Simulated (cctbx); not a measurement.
# Interatomic vectors of Be3Bi

Space group R-3m (no. 166), a = 4.9600 Å, b = 4.9600 Å, c = 23.3350 Å, α = 90.00°, β = 90.00°, γ = 120.00°, content Bi9 Be27.

The data are simulated with cctbx, not measured: Mo Kα, λ = 0.71073 Å, to d = 0.84 Å, 70 % of the full sphere, strongest reflection 20000 counts, noise from counting, a 4 % proportional error and a noise floor of 4 counts (s.d.); no absorption, some extinction.

Patterson synthesis from sharpened amplitudes, origin scaled to 1000:

```text
Patterson group R -3 m :H
      u       v       w   height  length (A)
  0.000   0.000   0.000   1000.0     0.00
  0.000   0.000   0.140    651.4     3.28
  0.000   0.000   0.282    332.4     6.58
  0.000   0.000   0.225     61.5     5.25
  0.000   0.000   0.086     58.7     2.00
  0.000   0.000   0.362     52.4     8.45
 -0.003   0.210   0.026     50.8     1.21
  0.055   0.110   0.952     49.2     1.22
  0.062   0.531   0.516     48.9    11.57
  0.069   0.535   0.379     45.0     9.18
  0.082   0.272   0.987     44.2     1.24
  0.000   0.000   0.500     44.2    11.67
  0.062   0.123   0.810     41.3     4.45
  0.000   0.400   0.000     41.0     1.98
```

**Question.** Which atom pairs make the peaks, and where is the heaviest atom?

A peak at u stands for all pairs with xi − xj = u, with weight Σ ZiZj against Σ Z² = 62433 at the origin. Peak heights follow these weights only roughly, since form factors, motion and series ripples differ, all vectors within 0.55 Å of a peak are counted as merged into it though the farther ones add only part of their weight, and F(000) is left out, which lowers the whole map:

| u | v | w | shortest length (Å) | height | 1000 ΣZiZj/ΣZ² | pairs in the cell |
| --- | --- | --- | --- | --- | --- | --- |
| 0.000 | 0.000 | 0.140 | 3.27 | 651 | 666 | 6 × Bi–Bi, 15 × Be–Be |
| 0.000 | 0.000 | 0.282 | 3.10 | 332 | 331 | 3 × Bi–Bi |
| 0.000 | 0.000 | 0.225 | 3.82 | 62 | 0 | none within 0.55 Å |
| 0.000 | 0.000 | 0.086 | 2.01 | 59 | 0 | none within 0.55 Å |
| 0.000 | 0.000 | 0.362 | 2.94 | 52 | 32 | 6 × Bi–Be |
| -0.003 | 0.210 | 0.026 | 1.21 | 51 | 0 | none within 0.55 Å |
| 0.055 | 0.110 | 0.952 | 1.22 | 49 | 0 | none within 0.55 Å |
| 0.062 | 0.531 | 0.516 | 3.70 | 49 | 0 | none within 0.55 Å |

The table stops at ten peaks or at a height of 45, below which ripples compete. In the model behind the data Bi, the heaviest element, has 2 independent sites: (0, 0, 0) and (1/3, 2/3, 0.8069), up to an allowed shift of origin; the Bi–Bi vectors are differences of these positions and their symmetry mates. The whole model:

| atom | mult. | x | y | z | Ueq (Å²) |
| --- | --- | --- | --- | --- | --- |
| Bi1 | 3 | 0 | 0 | 0 | 0.0101 |
| Bi2 | 6 | 1/3 | 2/3 | 0.8069 | 0.0094 |
| Be1 | 3 | 2/3 | 1/3 | 5/6 | 0.0232 |
| Be2 | 6 | 2/3 | 1/3 | 0.6699 | 0.0262 |
| Be3 | 18 | 0.8370 | 0.1630 | 0.7474 | 0.0202 |

The model was made for the exercise: a known structure type with other elements put in, its volume estimated, not relaxed; displacement parameters are assumed.

[Logs are printed without paths, hosts, clocks, repeated set-up lines and the standing remarks that a program may print on its own settings, such as how far it seeks lower states.]
